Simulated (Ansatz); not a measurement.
# Preparing SnO2 (P4_2/mnm) as a host crystal, part 2 of 3

Aim: the runs on the perfect crystal SnO2 (P4_2/mnm) that a defect calculation needs first.

Ansatz 0.2.0; plane-wave PAW DFT, r2SCAN; single point of the host's primitive cell on a dense mesh; PAW set soft_1 (the session's first sound run).

So far: The structure; Primitive cell on a dense mesh; Self-consistent run.

## 4. Defect free supercell relaxed from its symmetric sites

This cell, the one that will hold the defects, is built from the relaxed host. Its coarser k-points can move the atoms a little, so it is relaxed from the symmetric sites, as the reference for the test of stability.

This step: plane-wave PAW DFT, r2SCAN; relaxation of the defect-free supercell from its symmetric sites; PAW set soft_1 (Ansatz 0.2.0).

File pristine.symmetric/input.yaml:

```yaml
crystal:
  lattice:
    - [9.5155030731, 4.7577515366, 0.0]
    - [-4.7577515366, 4.7577515366, 0.0]
    - [0.0, 0.0, 9.6020443945]
  atoms:
    - { symbol: Sn, position: [0.0, 0.5, 0.1666666667] }
    - { symbol: Sn, position: [0.3333333333, 0.1666666667, 0.1666666667] }
    - { symbol: Sn, position: [0.6666666667, 0.8333333333, 0.1666666667] }
    - { symbol: Sn, position: [0.0, 0.0, 0.0] }
    - { symbol: Sn, position: [0.3333333333, 0.6666666667, 0.0] }
    - { symbol: Sn, position: [0.6666666667, 0.3333333333, 0.0] }
    - { symbol: O, position: [0.0, 0.8059427668, 0.1666666667] }
    - { symbol: O, position: [0.3333333333, 0.4726094335, 0.1666666667] }
    - { symbol: O, position: [0.6666666667, 0.1392761001, 0.1666666667] }
    - { symbol: O, position: [0.0, 0.1940572332, 0.1666666667] }
    - { symbol: O, position: [0.3333333333, 0.8607238999, 0.1666666667] }
    - { symbol: O, position: [0.6666666667, 0.5273905665, 0.1666666667] }
    - { symbol: O, position: [0.2039618445, 0.1019809223, 0.0] }
    - { symbol: O, position: [0.5372951779, 0.7686475889, 0.0] }
    - { symbol: O, position: [0.8706285112, 0.4353142556, 0.0] }
    - { symbol: O, position: [0.1293714888, 0.5646857444, 0.0] }
    - { symbol: O, position: [0.4627048221, 0.2313524111, 0.0] }
    - { symbol: O, position: [0.7960381555, 0.8980190777, 0.0] }
    - { symbol: Sn, position: [0.0, 0.5, 0.5] }
    - { symbol: Sn, position: [0.3333333333, 0.1666666667, 0.5] }
    - { symbol: Sn, position: [0.6666666667, 0.8333333333, 0.5] }
    - { symbol: Sn, position: [0.0, 0.0, 0.3333333333] }
    - { symbol: Sn, position: [0.3333333333, 0.6666666667, 0.3333333333] }
    - { symbol: Sn, position: [0.6666666667, 0.3333333333, 0.3333333333] }
    - { symbol: O, position: [0.0, 0.8059427668, 0.5] }
    - { symbol: O, position: [0.3333333333, 0.4726094335, 0.5] }
    - { symbol: O, position: [0.6666666667, 0.1392761001, 0.5] }
    - { symbol: O, position: [0.0, 0.1940572332, 0.5] }
    - { symbol: O, position: [0.3333333333, 0.8607238999, 0.5] }
    - { symbol: O, position: [0.6666666667, 0.5273905665, 0.5] }
    - { symbol: O, position: [0.2039618445, 0.1019809223, 0.3333333333] }
    - { symbol: O, position: [0.5372951779, 0.7686475889, 0.3333333333] }
    - { symbol: O, position: [0.8706285112, 0.4353142556, 0.3333333333] }
    - { symbol: O, position: [0.1293714888, 0.5646857444, 0.3333333333] }
    - { symbol: O, position: [0.4627048221, 0.2313524111, 0.3333333333] }
    - { symbol: O, position: [0.7960381555, 0.8980190777, 0.3333333333] }
    - { symbol: Sn, position: [0.0, 0.5, 0.8333333333] }
    - { symbol: Sn, position: [0.3333333333, 0.1666666667, 0.8333333333] }
    - { symbol: Sn, position: [0.6666666667, 0.8333333333, 0.8333333333] }
    - { symbol: Sn, position: [0.0, 0.0, 0.6666666667] }
    - { symbol: Sn, position: [0.3333333333, 0.6666666667, 0.6666666667] }
    - { symbol: Sn, position: [0.6666666667, 0.3333333333, 0.6666666667] }
    - { symbol: O, position: [0.0, 0.8059427668, 0.8333333333] }
    - { symbol: O, position: [0.3333333333, 0.4726094335, 0.8333333333] }
    - { symbol: O, position: [0.6666666667, 0.1392761001, 0.8333333333] }
    - { symbol: O, position: [0.0, 0.1940572332, 0.8333333333] }
    - { symbol: O, position: [0.3333333333, 0.8607238999, 0.8333333333] }
    - { symbol: O, position: [0.6666666667, 0.5273905665, 0.8333333333] }
    - { symbol: O, position: [0.2039618445, 0.1019809223, 0.6666666667] }
    - { symbol: O, position: [0.5372951779, 0.7686475889, 0.6666666667] }
    - { symbol: O, position: [0.8706285112, 0.4353142556, 0.6666666667] }
    - { symbol: O, position: [0.1293714888, 0.5646857444, 0.6666666667] }
    - { symbol: O, position: [0.4627048221, 0.2313524111, 0.6666666667] }
    - { symbol: O, position: [0.7960381555, 0.8980190777, 0.6666666667] }
basis:
  ecutwfc: 500
  xc_grid: 2
hamiltonian:
  xc: r2scan
  pseudopotentials: { kind: paw, azcp: { folder: soft_1 } }
kpoints:
  mp_grid: { grid: [1, 1, 1], shift: [0.25, 0.25, 0.25] }
scf:
  occupations: { method: fermi_dirac, width: 0.01 }
  max_iter: 80
output:
  forces: true
relax:
  f_tol: 0.01
  max_steps: 60
  escape_saddle: false
checkpoint:
  write: "../pristine.symmetric.run"
  compress: false
  write_wavefunctions: false
  write_every: 100000
```

Command:

```
> ansatz run input.yaml --threads 4 --pin off --max-ram 15073MiB --backend cpu --events-out ev --progress --plain --runs-dir out
```

Numbers of over 12 decimals in the logs are rounded to 6 here.

What it wrote:

```text
[... repeated set-up lines and file paths are left out, and long positions are rounded to six places ...]
[...]
Crystal: 54 atoms, lattice volume = 652.061 Å³
Basis set: ecut = 500 eV, 16551 PW (Γ), exchange–correlation on 160×100×144 points (8 copies of the dense FFT grid, shifted against one another)
Bands: 288, of which v1, the nominal top of the filled ones, is band 234 counted from 1 (233 counted from 0)
Symmetry: 18 space group operations
k-points: 1
[...]
SCF iter   1: F=—  HF=-129175.198156 eV  |F-HF|=—  |Δ(HF+E_count)|=         —  Δρ=8.32e-2  dr2=3.60e1  dr2_τ=4.62e0  ethr=3.10e-3  ⟨swp⟩=5.0  Hψ=1020  notcnv=0  defer=35
[...]
SCF iter   8: F=-129173.155866 eV  HF=-129173.155866 eV  |F-HF|=8.46e-8  |Δ(HF+E_count)|=   1.66e-6  Δρ=8.86e-6  dr2=3.27e-7  dr2_τ=3.40e-8  ethr=5.34e-10  ⟨swp⟩=5.0  Hψ=852  notcnv=0
SCF 1 converged in 8 iterations: F = -129173.155866 eV  dr2 = 3.27e-7
[...]
relax step   1: F+E_penalty+E_count = -129173.15586589 eV  Δ(F+E_penalty+E_count) = +0.000e0 eV  max|allowed force component| = 4.317e-3 eV/Å  Δτ_max = 0.0000 Å  (8 SCF iters, dr2 threshold 2.50e-6 eV, accepted)
[...]
iter 1 solved again at ethr=6.96e-11 eV; its pass at ethr=3.10e-3 eV (dr2=3.26e-7 eV) is discarded
[...]
SCF iter   2: F=-129173.155866 eV  HF=-129173.155866 eV  |F-HF|=8.21e-8  |Δ(HF+E_count)|=   1.14e-7  Δρ=4.28e-6  dr2=6.56e-8  dr2_τ=9.29e-9  ethr=2.14e-11  ⟨swp⟩=3.0  Hψ=956  notcnv=0
SCF 2 converged in 2 iterations: F = -129173.155866 eV  dr2 = 6.56e-8
relax step   2: F+E_penalty+E_count = -129173.15586600 eV  Δ(F+E_penalty+E_count) = -1.126e-7 eV  max|allowed force component| = 4.306e-3 eV/Å  Δτ_max = 0.0000 Å  (2 SCF iters, accepted)
[...]
SCF iter   2: F=-129173.155866 eV  HF=-129173.155866 eV  |F-HF|=3.17e-8  |Δ(HF+E_count)|=   5.75e-8  Δρ=2.62e-6  dr2=2.57e-8  dr2_τ=2.06e-9  ethr=1.40e-11  ⟨swp⟩=3.0  Hψ=648  notcnv=0
SCF 3 converged in 2 iterations: F = -129173.155866 eV  dr2 = 2.57e-8
SCF converged after 2 iterations
Free energy (F): -129173.155866 eV
[...]
Internal energy: -129173.155866 eV  (E = F + TS)
E sigma→0 (E₀):  -129173.155866 eV
Fermi energy:    10.455684 eV
[...]
--- Forces (eV/Å), atoms counted from 1 ---
  atom   1  Sn     0.00000000    -0.00000000    -0.00000000
  atom   2  Sn    -0.00000000     0.00000000     0.00000000
  atom   3  Sn    -0.00000000    -0.00000000     0.00000000
  atom   4  Sn    -0.00000000     0.00000000    -0.00000000
  atom   5  Sn     0.00000000    -0.00000000     0.00000000
  atom   6  Sn    -0.00000000     0.00000000     0.00000000
  atom   7  O     -0.00071358    -0.00339080    -0.00066026
  atom   8  O     -0.00071358    -0.00339080    -0.00066026
  atom   9  O     -0.00071358    -0.00339080    -0.00066026
  atom  10  O      0.00071358     0.00339080     0.00066026
  atom  11  O      0.00071358     0.00339080     0.00066026
  atom  12  O      0.00071358     0.00339080     0.00066026
  atom  13  O      0.00430597     0.00181201    -0.00056099
  atom  14  O      0.00430597     0.00181201    -0.00056099
  atom  15  O      0.00430597     0.00181201    -0.00056099
  atom  16  O     -0.00430597    -0.00181201     0.00056099
  atom  17  O     -0.00430597    -0.00181201     0.00056099
  atom  18  O     -0.00430597    -0.00181201     0.00056099
  atom  19  Sn    -0.00000000     0.00000000     0.00000000
  atom  20  Sn     0.00000000     0.00000000     0.00000000
  atom  21  Sn    -0.00000000     0.00000000    -0.00000000
  atom  22  Sn     0.00000000    -0.00000000     0.00000000
  atom  23  Sn    -0.00000000     0.00000000    -0.00000000
  atom  24  Sn    -0.00000000     0.00000000     0.00000000
  atom  25  O     -0.00071358    -0.00339080    -0.00066026
  atom  26  O     -0.00071358    -0.00339080    -0.00066026
  atom  27  O     -0.00071358    -0.00339080    -0.00066026
  atom  28  O      0.00071358     0.00339080     0.00066026
  atom  29  O      0.00071358     0.00339080     0.00066026
  atom  30  O      0.00071358     0.00339080     0.00066026
  atom  31  O      0.00430597     0.00181201    -0.00056099
  atom  32  O      0.00430597     0.00181201    -0.00056099
  atom  33  O      0.00430597     0.00181201    -0.00056099
  atom  34  O     -0.00430597    -0.00181201     0.00056099
  atom  35  O     -0.00430597    -0.00181201     0.00056099
  atom  36  O     -0.00430597    -0.00181201     0.00056099
  atom  37  Sn    -0.00000000     0.00000000    -0.00000000
  atom  38  Sn     0.00000000     0.00000000     0.00000000
  atom  39  Sn     0.00000000     0.00000000     0.00000000
  atom  40  Sn     0.00000000    -0.00000000     0.00000000
  atom  41  Sn     0.00000000    -0.00000000     0.00000000
  atom  42  Sn     0.00000000    -0.00000000     0.00000000
  atom  43  O     -0.00071358    -0.00339080    -0.00066026
  atom  44  O     -0.00071358    -0.00339080    -0.00066026
  atom  45  O     -0.00071358    -0.00339080    -0.00066026
  atom  46  O      0.00071358     0.00339080     0.00066026
  atom  47  O      0.00071358     0.00339080     0.00066026
  atom  48  O      0.00071358     0.00339080     0.00066026
  atom  49  O      0.00430597     0.00181201    -0.00056099
  atom  50  O      0.00430597     0.00181201    -0.00056099
  atom  51  O      0.00430597     0.00181201    -0.00056099
  atom  52  O     -0.00430597    -0.00181201     0.00056099
  atom  53  O     -0.00430597    -0.00181201     0.00056099
  atom  54  O     -0.00430597    -0.00181201     0.00056099
  max |Σ_I F_I| component: 2.60e-18 eV/Å
--- Relaxed structure (2 steps of the walk, 2 accepted, 0 SCFs on fresh bases) ---
  F+E_penalty+E_count = -129173.15586600 eV   max|allowed force component| = 4.306e-3 eV/Å
  atoms:
    - { symbol: Sn, position: [0.0, 0.5, 0.166667] }
    - { symbol: Sn, position: [0.333333, 0.166667, 0.166667] }
    - { symbol: Sn, position: [0.666667, 0.833333, 0.166667] }
    - { symbol: Sn, position: [0.0, 0.0, 0.0] }
    - { symbol: Sn, position: [0.333333, 0.666667, 0.0] }
    - { symbol: Sn, position: [0.666667, 0.333333, 0.0] }
    - { symbol: O, position: [0.0, 0.805943, 0.166667] }
    - { symbol: O, position: [0.333333, 0.472609, 0.166667] }
    - { symbol: O, position: [0.666667, 0.139276, 0.166667] }
    - { symbol: O, position: [0.0, 0.1940572332, 0.166667] }
    - { symbol: O, position: [0.333333, 0.860724, 0.166667] }
    - { symbol: O, position: [0.666667, 0.527391, 0.166667] }
    - { symbol: O, position: [0.203962, 0.101981, 0.0] }
    - { symbol: O, position: [0.537295, 0.768648, 0.0] }
    - { symbol: O, position: [0.8706285112, 0.435314, 0.0] }
    - { symbol: O, position: [0.129371, 0.5646857444, 0.0] }
    - { symbol: O, position: [0.462705, 0.231352, 0.0] }
    - { symbol: O, position: [0.796038, 0.898019, 0.0] }
    - { symbol: Sn, position: [0.0, 0.5, 0.500000] }
    - { symbol: Sn, position: [0.333333, 0.166667, 0.500000] }
    - { symbol: Sn, position: [0.666667, 0.833333, 0.500000] }
    - { symbol: Sn, position: [0.0, 0.0, 0.333333] }
    - { symbol: Sn, position: [0.333333, 0.666667, 0.333333] }
    - { symbol: Sn, position: [0.666667, 0.333333, 0.333333] }
    - { symbol: O, position: [0.0, 0.805943, 0.500000] }
    - { symbol: O, position: [0.333333, 0.472609, 0.500000] }
    - { symbol: O, position: [0.666667, 0.139276, 0.500000] }
    - { symbol: O, position: [0.0, 0.1940572332, 0.500000] }
    - { symbol: O, position: [0.333333, 0.860724, 0.500000] }
    - { symbol: O, position: [0.666667, 0.527391, 0.500000] }
    - { symbol: O, position: [0.203962, 0.101981, 0.333333] }
    - { symbol: O, position: [0.537295, 0.768648, 0.333333] }
    - { symbol: O, position: [0.8706285112, 0.435314, 0.333333] }
    - { symbol: O, position: [0.129371, 0.5646857444, 0.333333] }
    - { symbol: O, position: [0.462705, 0.231352, 0.333333] }
    - { symbol: O, position: [0.796038, 0.898019, 0.333333] }
    - { symbol: Sn, position: [0.0, 0.5, 0.833333] }
    - { symbol: Sn, position: [0.333333, 0.166667, 0.833333] }
    - { symbol: Sn, position: [0.666667, 0.833333, 0.833333] }
    - { symbol: Sn, position: [0.0, 0.0, 0.666667] }
    - { symbol: Sn, position: [0.333333, 0.666667, 0.666667] }
    - { symbol: Sn, position: [0.666667, 0.333333, 0.666667] }
    - { symbol: O, position: [0.0, 0.805943, 0.833333] }
    - { symbol: O, position: [0.333333, 0.472609, 0.833333] }
    - { symbol: O, position: [0.666667, 0.139276, 0.833333] }
    - { symbol: O, position: [0.0, 0.1940572332, 0.833333] }
    - { symbol: O, position: [0.333333, 0.860724, 0.833333] }
    - { symbol: O, position: [0.666667, 0.527391, 0.833333] }
    - { symbol: O, position: [0.203962, 0.101981, 0.666667] }
    - { symbol: O, position: [0.537295, 0.768648, 0.666667] }
    - { symbol: O, position: [0.8706285112, 0.435314, 0.666667] }
    - { symbol: O, position: [0.129371, 0.5646857444, 0.666667] }
    - { symbol: O, position: [0.462705, 0.231352, 0.666667] }
    - { symbol: O, position: [0.796038, 0.898019, 0.666667] }
```

Run time: 12 s. Hardware: 4 threads of Arm Neoverse V2, shared host; peak memory 1.6 GiB; 44 s of CPU time.

No atom moved by 0.005 Å in the relaxation.

(Continued in part 3 of 3.)

[Logs are printed without paths, hosts, clocks, repeated set-up lines and the standing remarks that a program may print on its own settings, such as how far it seeks lower states.]

[Hosts, paths, dates, database ids (printed as entryN), source tags and the programs' standing remarks are cut or masked in the printed files.]

[Runs of the host that timed out are not shown.]

[For some hosts the program warned that the k-mesh of the response run may be too coarse for force constants and the static dielectric constant; such warnings are not always shown.]

[The program warned that the k-mesh of a response run behind this text may be too coarse: force constants, and the static dielectric constant and all else formed from them, are not shown converged.]
